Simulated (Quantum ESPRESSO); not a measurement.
# AlNi (Pm-3m): coupling and resistivity with EPW, part 2 of 4

How strongly do phonons scatter the electrons of AlNi (Pm-3m), and how dense must the meshes be?

Quantum ESPRESSO 7.5; DFT PBE, scalar-relativistic, plane waves, PseudoDojo 0.4.1 norm-conserving pseudopotentials.

So far. Step 2 (Relaxation): The volume ends at 12.08 Å³ an atom, +1.1 % from the start. Step 3 (Ground state): The Fermi level lies at 13.97 eV and the pressure is 0.012 GPa.

### Step 4. Phonons on the coarse mesh

ph.x gives the dynamical matrices and the changes of the potential on a coarse q mesh, which EPW interpolates.

ph.in reads:

```
phonons
 &inputph
    prefix='x',
    outdir='./tmp',
    tr2_ph=1.0d-14,
    fildyn='x.dyn',
    fildvscf='dvscf',
    ldisp=.true.,
    nq1=3,
    nq2=3,
    nq3=3,
    alpha_mix(1)=0.5,
    amass(1)=26.9815,
    amass(2)=58.6934,
 /
```

The run is started by

```sh
$ OMP_NUM_THREADS=1 mpirun -n 8 ph.x -nk 8 -in ph.in > ph.out
```

Log:

```text
[banner, memory and clock lines left out]
Program PHONON v.7.5

     ./tmp/x.save/

     IMPORTANT: XC functional enforced from input :
     Exchange-correlation= PBE
                           (   1   4   3   4   0   0   0)
     Any further DFT definition will be discarded
     Please, verify this is what you really want

     G-vector sticks info

     Reading collected, re-writing distributed wavefunctions in ./tmp/

     Dynamical matrices for ( 3, 3, 3)  uniform grid of q-points
     (   4 q-points):
       N         xq(1)         xq(2)         xq(3)
       1   0.000000000   0.000000000   0.000000000
       2   0.000000000   0.000000000   0.333333333
       3   0.000000000   0.333333333   0.333333333
       4   0.333333333   0.333333333   0.333333333

     Number and degeneracy of irreps per q-point
       N         xq(1)         xq(2)         xq(3)   N irreps
       1   0.000000000   0.000000000   0.000000000       2
        3   3
       2   0.000000000   0.000000000   0.333333333       4
        1   1   2   2
       3   0.000000000   0.333333333   0.333333333       6
     No degeneracy
       4   0.333333333   0.333333333   0.333333333       4
        1   1   2   2

     Saving dvscf to file. Distribute only q points, not irreducible representations.

     Calculation of q =    0.0000000   0.0000000   0.0000000

     phonons

     bravais-lattice index     =            0
     lattice parameter (alat)  =       5.4633  a.u.
     unit-cell volume          =     163.0687 (a.u.)^3
     number of atoms/cell      =            2
     number of atomic types    =            2
     kinetic-energy cut-off    =      98.0000  Ry
     charge density cut-off    =     392.0000  Ry
     convergence threshold     =      1.0E-14
     beta                      =       0.5000
     number of iterations used =            4
     Exchange-correlation= PBE
                           (   1   4   3   4   0   0   0)

     celldm(1)=    5.46332  celldm(2)=    0.00000  celldm(3)=    0.00000
     celldm(4)=    0.00000  celldm(5)=    0.00000  celldm(6)=    0.00000

     crystal axes: (cart. coord. in units of alat)
               a(1) = (  1.0000  0.0000  0.0000 )
               a(2) = (  0.0000  1.0000  0.0000 )
               a(3) = (  0.0000  0.0000  1.0000 )

     reciprocal axes: (cart. coord. in units 2 pi/alat)
               b(1) = (  1.0000  0.0000  0.0000 )
               b(2) = (  0.0000  1.0000  0.0000 )
               b(3) = (  0.0000  0.0000  1.0000 )

     Atoms inside the unit cell:

     Cartesian axes

     site n.  atom      mass           positions (alat units)
        1  Al     26.9815   tau(    1) = (    0.00000    0.00000    0.00000  )
        2  Ni     58.6934   tau(    2) = (    0.50000    0.50000    0.50000  )

     Computing dynamical matrix for
                    q = (   0.0000000   0.0000000   0.0000000 )

     49 Sym.Ops. (with q -> -q+G )

     G cutoff =  296.3739  (  21367 G-vectors)     FFT grid: ( 36, 36, 36)

     number of k points=    35  Marzari-Vanderbilt smearing, width (Ry)=  0.0200

     PseudoPot. # 1 for Al read from file:
     ./pseudo/Al.upf
     Pseudo is Norm-conserving + core correction, Zval =  3.0
     Using radial grid of 1876 points,  6 beta functions with:
                l(1) =   0
                l(2) =   0
                l(3) =   1
                l(4) =   1
                l(5) =   2
                l(6) =   2

     PseudoPot. # 2 for Ni read from file:
     ./pseudo/Ni.upf
     Pseudo is Norm-conserving + core correction, Zval = 18.0
     Using radial grid of 1372 points,  6 beta functions with:
                l(1) =   0
                l(2) =   0
                l(3) =   1
                l(4) =   1
                l(5) =   2
                l(6) =   2

     Mode symmetry, O_h (m-3m)  point group:

     Atomic displacements:
     There are    2 irreducible representations

     Representation     1      3 modes -  To be done

     Representation     2      3 modes -  To be done

     Alpha used in Ewald sum =   2.8000

     Representation #   1 modes #   1   2   3

     Self-consistent Calculation

     Pert. #  1: Fermi energy shift (Ry) =    -8.8233E-24     0.0000E+00
     Pert. #  2: Fermi energy shift (Ry) =     0.0000E+00     0.0000E+00
     Pert. #  3: Fermi energy shift (Ry) =     0.0000E+00     0.0000E+00

      thresh= 1.000E-02 alpha_mix =  0.500 |ddv_scf|^2 =  2.183E-05

     Pert. #  1: Fermi energy shift (Ry) =     0.0000E+00     0.0000E+00
     Pert. #  2: Fermi energy shift (Ry) =    -2.7573E-25     0.0000E+00
     Pert. #  3: Fermi energy shift (Ry) =     1.3786E-25     0.0000E+00

      thresh= 4.673E-04 alpha_mix =  0.500 |ddv_scf|^2 =  2.690E-07

     Pert. #  1: Fermi energy shift (Ry) =     0.0000E+00     0.0000E+00
     Pert. #  2: Fermi energy shift (Ry) =    -1.8956E-25     0.0000E+00
     Pert. #  3: Fermi energy shift (Ry) =     2.7573E-25     0.0000E+00

      thresh= 5.187E-05 alpha_mix =  0.500 |ddv_scf|^2 =  1.908E-08

     Pert. #  1: Fermi energy shift (Ry) =    -1.2925E-26     0.0000E+00
     Pert. #  2: Fermi energy shift (Ry) =     0.0000E+00     0.0000E+00
     Pert. #  3: Fermi energy shift (Ry) =     6.0315E-26     0.0000E+00

      thresh= 1.381E-05 alpha_mix =  0.500 |ddv_scf|^2 =  1.290E-10

     Pert. #  1: Fermi energy shift (Ry) =    -4.3082E-27     0.0000E+00
     Pert. #  2: Fermi energy shift (Ry) =     0.0000E+00     0.0000E+00
     Pert. #  3: Fermi energy shift (Ry) =    -1.2925E-26     0.0000E+00

      thresh= 1.136E-06 alpha_mix =  0.500 |ddv_scf|^2 =  3.111E-12

     Pert. #  1: Fermi energy shift (Ry) =     4.3082E-27     0.0000E+00
[...]
thresh= 1.764E-07 alpha_mix =  0.500 |ddv_scf|^2 =  8.330E-14

[...]
thresh= 2.886E-08 alpha_mix =  0.500 |ddv_scf|^2 =  1.900E-15

     End of self-consistent calculation

     Convergence has been achieved

     Representation #   2 modes #   4   5   6

     Self-consistent Calculation

[...]
thresh= 1.000E-02 alpha_mix =  0.500 |ddv_scf|^2 =  9.300E-09

[...]
thresh= 9.643E-06 alpha_mix =  0.500 |ddv_scf|^2 =  7.226E-10

[...]
Pert. #  2: Fermi energy shift (Ry) =    -4.3082E-27     0.0000E+00
     Pert. #  3: Fermi energy shift (Ry) =    -1.2925E-26     0.0000E+00

      thresh= 2.688E-06 alpha_mix =  0.500 |ddv_scf|^2 =  1.010E-10

     Pert. #  1: Fermi energy shift (Ry) =    -4.3082E-27     0.0000E+00
     Pert. #  2: Fermi energy shift (Ry) =     2.1541E-27     0.0000E+00
     Pert. #  3: Fermi energy shift (Ry) =    -1.2925E-26     0.0000E+00

      thresh= 1.005E-06 alpha_mix =  0.500 |ddv_scf|^2 =  2.744E-13

[...]
lattice parameter (alat)  =       5.4633  a.u.
     unit-cell volume          =     163.0687 (a.u.)^3
     number of atoms/cell      =            2
     number of atomic types    =            2
     number of electrons       =        21.00
     number of Kohn-Sham states=           15
     kinetic-energy cutoff     =      98.0000  Ry
     charge density cutoff     =     392.0000  Ry
     Exchange-correlation= PBE
                           (   1   4   3   4   0   0   0)

     celldm(1)=   5.463323  celldm(2)=   0.000000  celldm(3)=   0.000000
     celldm(4)=   0.000000  celldm(5)=   0.000000  celldm(6)=   0.000000

     crystal axes: (cart. coord. in units of alat)
               a(1) = (   1.000000   0.000000   0.000000 )
               a(2) = (   0.000000   1.000000   0.000000 )
               a(3) = (   0.000000   0.000000   1.000000 )

     reciprocal axes: (cart. coord. in units 2 pi/alat)
               b(1) = (  1.000000  0.000000  0.000000 )
               b(2) = (  0.000000  1.000000  0.000000 )
               b(3) = (  0.000000  0.000000  1.000000 )

     PseudoPot. # 1 for Al read from file:
     ./pseudo/Al.upf
     Pseudo is Norm-conserving + core correction, Zval =  3.0
     Using radial grid of 1876 points,  6 beta functions with:
                l(1) =   0
                l(2) =   0
                l(3) =   1
                l(4) =   1
[...]
PseudoPot. # 2 for Ni read from file:
     ./pseudo/Ni.upf
     Pseudo is Norm-conserving + core correction, Zval = 18.0
     Using radial grid of 1372 points,  6 beta functions with:
[...]
atomic species   valence    mass     pseudopotential
     Al                3.00    26.98150     Al( 1.00)
     Ni               18.00    58.69340     Ni( 1.00)

     48 Sym. Ops., with inversion, found

   Cartesian axes

     site n.     atom                  positions (alat units)
         1        Al     tau(   1) = (   0.0000000   0.0000000   0.0000000  )
         2        Ni     tau(   2) = (   0.5000000   0.5000000   0.5000000  )

     number of k points=   330  Marzari-Vanderbilt smearing, width (Ry)=  0.0200

     Number of k-points >= 100: set verbosity='high' to print them.

     Dense  grid:    21367 G-vectors     FFT dimensions: (  36,  36,  36)

     The potential is recalculated from file :
     ./tmp/_ph0/x.q_4/x.save/charge-density

     Starting wfcs are   14 atomic +    1 random wfcs

     Band Structure Calculation
     Davidson diagonalization with overlap

     ethr =  4.76E-11,  avg # of iterations = 12.9

     End of band structure calculation

     Number of k-points >= 100: set verbosity='high' to print the bands.

     the Fermi energy is    13.9701 ev

     Writing config to output data dir ./tmp/_ph0/x.q_4/x.save/ :
     XML data file

     phonons

     bravais-lattice index     =            0
     lattice parameter (alat)  =       5.4633  a.u.
     unit-cell volume          =     163.0687 (a.u.)^3
     number of atoms/cell      =            2
     number of atomic types    =            2
     kinetic-energy cut-off    =      98.0000  Ry
     charge density cut-off    =     392.0000  Ry
     convergence threshold     =      1.0E-14
     beta                      =       0.5000
     number of iterations used =            4
     Exchange-correlation= PBE
                           (   1   4   3   4   0   0   0)

     celldm(1)=    5.46332  celldm(2)=    0.00000  celldm(3)=    0.00000
     celldm(4)=    0.00000  celldm(5)=    0.00000  celldm(6)=    0.00000

     crystal axes: (cart. coord. in units of alat)
               a(1) = (  1.0000  0.0000  0.0000 )
               a(2) = (  0.0000  1.0000  0.0000 )
               a(3) = (  0.0000  0.0000  1.0000 )

     reciprocal axes: (cart. coord. in units 2 pi/alat)
               b(1) = (  1.0000  0.0000  0.0000 )
               b(2) = (  0.0000  1.0000  0.0000 )
               b(3) = (  0.0000  0.0000  1.0000 )

     Atoms inside the unit cell:

     Cartesian axes

     site n.  atom      mass           positions (alat units)
        1  Al     26.9815   tau(    1) = (    0.00000    0.00000    0.00000  )
        2  Ni     58.6934   tau(    2) = (    0.50000    0.50000    0.50000  )

     Computing dynamical matrix for
                    q = (   0.3333333   0.3333333   0.3333333 )

      6 Sym.Ops. (no q -> -q+G )

     G cutoff =  296.3739  (  21367 G-vectors)     FFT grid: ( 36, 36, 36)

     number of k points=   330  Marzari-Vanderbilt smearing, width (Ry)=  0.0200

     PseudoPot. # 1 for Al read from file:
     ./pseudo/Al.upf
     Pseudo is Norm-conserving + core correction, Zval =  3.0
     Using radial grid of 1876 points,  6 beta functions with:
[...]
l(5) =   2
                l(6) =   2

     PseudoPot. # 2 for Ni read from file:
     ./pseudo/Ni.upf
     Pseudo is Norm-conserving + core correction, Zval = 18.0
     Using radial grid of 1372 points,  6 beta functions with:
                l(1) =   0
                l(2) =   0
                l(3) =   1
                l(4) =   1
                l(5) =   2
                l(6) =   2

     Mode symmetry, C_3v (3m)   point group:

     Atomic displacements:
     There are    4 irreducible representations

     Representation     1      1 modes -  To be done

     Representation     2      1 modes -  To be done

     Representation     3      2 modes -  To be done

     Representation     4      2 modes -  To be done

     Alpha used in Ewald sum =   2.8000

     Representation #   1 mode #   1

     Self-consistent Calculation

[...]
End of self-consistent calculation

     Convergence has been achieved

     Representation #   2 mode #   2

     Self-consistent Calculation

[...]
End of self-consistent calculation

     Convergence has been achieved

     Representation #   3 modes #   3   4

     Self-consistent Calculation

[...]
thresh= 8.068E-08 alpha_mix =  0.500 |ddv_scf|^2 =  7.923E-14

      thresh= 2.815E-08 alpha_mix =  0.500 |ddv_scf|^2 =  7.424E-16

     End of self-consistent calculation

     Convergence has been achieved

     Representation #   4 modes #   5   6

     Self-consistent Calculation

      thresh= 1.000E-02 alpha_mix =  0.500 |ddv_scf|^2 =  1.227E-07

      thresh= 3.503E-05 alpha_mix =  0.500 |ddv_scf|^2 =  2.623E-09

      thresh= 5.121E-06 alpha_mix =  0.500 |ddv_scf|^2 =  4.405E-10

      thresh= 2.099E-06 alpha_mix =  0.500 |ddv_scf|^2 =  1.531E-11

      thresh= 3.913E-07 alpha_mix =  0.500 |ddv_scf|^2 =  7.077E-14

      thresh= 2.660E-08 alpha_mix =  0.500 |ddv_scf|^2 =  1.114E-15

     End of self-consistent calculation

     Convergence has been achieved

     Number of q in the star =    8
     List of q in the star:
          1   0.333333333   0.333333333   0.333333333
          2  -0.333333333  -0.333333333   0.333333333
          3  -0.333333333   0.333333333   0.333333333
          4   0.333333333  -0.333333333   0.333333333
          5  -0.333333333  -0.333333333  -0.333333333
          6   0.333333333   0.333333333  -0.333333333
          7  -0.333333333   0.333333333  -0.333333333
          8   0.333333333  -0.333333333  -0.333333333

     Diagonalizing the dynamical matrix

     q = (    0.333333333   0.333333333   0.333333333 )

 **************************************************************************
     freq (    1) =       4.233407 [THz] =     141.211248 [cm-1]
     freq (    2) =       4.233407 [THz] =     141.211248 [cm-1]
     freq (    3) =       4.424146 [THz] =     147.573628 [cm-1]
     freq (    4) =       9.537633 [THz] =     318.141179 [cm-1]
     freq (    5) =       9.537633 [THz] =     318.141179 [cm-1]
     freq (    6) =       9.785135 [THz] =     326.396985 [cm-1]
 **************************************************************************

     Mode symmetry, C_3v (3m)   point group:

     freq (   1-   2) =        141.2  [cm-1]   --> E    L_3
     freq (   3-   3) =        147.6  [cm-1]   --> A_1  L_1
     freq (   4-   5) =        318.1  [cm-1]   --> E    L_3
     freq (   6-   6) =        326.4  [cm-1]   --> A_1  L_1
```

Run time: 11 min. Hardware: 8 MPI ranks of Arm Neoverse V2, shared host.

Numbers from this step:

```yaml
lowest_frequency_off_the_zone_centre: 101.6 cm⁻¹
largest_magnitude_of_the_acoustic_modes_at_the_zone_centre_before_the_sum_rule: 22.26 cm⁻¹
```

Frequencies at the irreducible wavevectors:

| q1 | q2 | q3 | star | mode 1 (cm⁻¹) | mode 2 (cm⁻¹) | mode 3 (cm⁻¹) | mode 4 (cm⁻¹) | mode 5 (cm⁻¹) | mode 6 (cm⁻¹) |
| --- | --- | --- | --- | --- | --- | --- | --- | --- | --- |
| 0 | 0 | 0 | 1 | -22.3 | -22.3 | -22.3 | 291.9 | 291.9 | 291.9 |
| 0 | 0 | 0.3333 | 6 | 142.9 | 142.9 | 165.7 | 269.9 | 269.9 | 346.8 |
| 0 | 0.3333 | 0.3333 | 12 | 101.6 | 152.7 | 173.9 | 259.8 | 331.9 | 334.6 |
| 0.3333 | 0.3333 | 0.3333 | 8 | 141.2 | 141.2 | 147.6 | 318.1 | 318.1 | 326.4 |

The lowest mode off the zone centre lies at 102 cm⁻¹ and the highest of all solved modes at 347 cm⁻¹, so the solved wavevectors are stable. The acoustic modes at the centre lie within 22 cm⁻¹ of zero before the sum rule is imposed.

### Step 5. Bands for the check

Bands on a path serve later as the test of the Wannier interpolation; inside the frozen window, points that lie on the coarse mesh match by construction, and those between them test it.

bands.in reads:

```
 &control
    calculation='bands',
    prefix='x',
    outdir='./tmp',
    pseudo_dir='./pseudo',
    verbosity='high',
 /
 &system
    ibrav=0,
    nat=2,
    ntyp=2,
    ecutwfc=98.0,
    occupations='smearing',
    smearing='mv',
    degauss=0.02,
    nbnd=43,
 /
 &electrons
    conv_thr=1.0d-10,
 /
ATOMIC_SPECIES
 Al     26.9815  Al.upf
 Ni     58.6934  Ni.upf
CELL_PARAMETERS angstrom
     2.891065800    0.000000000    0.000000000
     0.000000000    2.891065800    0.000000000
     0.000000000    0.000000000    2.891065800
ATOMIC_POSITIONS crystal
 Al     0.000000000   0.000000000   0.000000000
 Ni     0.500000000   0.500000000   0.500000000
K_POINTS crystal
61
 0.00000000 0.00000000 0.00000000 0.01639344
 0.00000000 0.05555556 0.00000000 0.01639344
 0.00000000 0.11111111 0.00000000 0.01639344
 0.00000000 0.16666667 0.00000000 0.01639344
[the list of k-points goes on]
```

The run is started by

```sh
$ OMP_NUM_THREADS=1 mpirun -n 8 pw.x -nk 8 -in bands.in > bands.out
```

Log:

```text
[banner, memory and clock lines left out]
[...]
number of Kohn-Sham states=           43
```

Elapsed: 10 s, on 8 MPI ranks; 80 s of CPU time.

### Step 6. States on the coarse mesh

Wannier functions need the states on a full uniform k mesh, and the couplings need it to be a multiple of the q mesh.

nscf.in reads:

```
 &control
    calculation='nscf',
    prefix='x',
    outdir='./tmp',
    pseudo_dir='./pseudo',
    verbosity='high',
 /
 &system
    ibrav=0,
    nat=2,
    ntyp=2,
    ecutwfc=98.0,
    occupations='smearing',
    smearing='mv',
    degauss=0.02,
    nbnd=43,
 /
 &electrons
    conv_thr=1.0d-11,
 /
ATOMIC_SPECIES
 Al     26.9815  Al.upf
 Ni     58.6934  Ni.upf
CELL_PARAMETERS angstrom
     2.891065800    0.000000000    0.000000000
     0.000000000    2.891065800    0.000000000
     0.000000000    0.000000000    2.891065800
ATOMIC_POSITIONS crystal
 Al     0.000000000   0.000000000   0.000000000
 Ni     0.500000000   0.500000000   0.500000000
K_POINTS crystal
729
 0.00000000 0.00000000 0.00000000 0.00137174
 0.00000000 0.00000000 0.11111111 0.00137174
 0.00000000 0.00000000 0.22222222 0.00137174
 0.00000000 0.00000000 0.33333333 0.00137174
[the list of k-points goes on]
```

The run is started by

```sh
$ OMP_NUM_THREADS=1 mpirun -n 8 pw.x -nk 8 -in nscf.in > nscf.out
```

Log:

```text
[banner, memory and clock lines left out]
[...]
number of Kohn-Sham states=           43
     the Fermi energy is    13.9701 ev
```

Run time: 1.9 min. Hardware: 8 MPI ranks.

[end of part 2 of 4]

[The logs of pw.x and epw.x are selected lines.]

[Logs are printed without paths, hosts, clocks, repeated set-up lines and the standing remarks that a program may print on its own settings, such as how far it seeks lower states.]

[Hosts, paths, dates, database ids (printed as entryN), source tags and the programs' standing remarks are cut or masked in the printed files.]
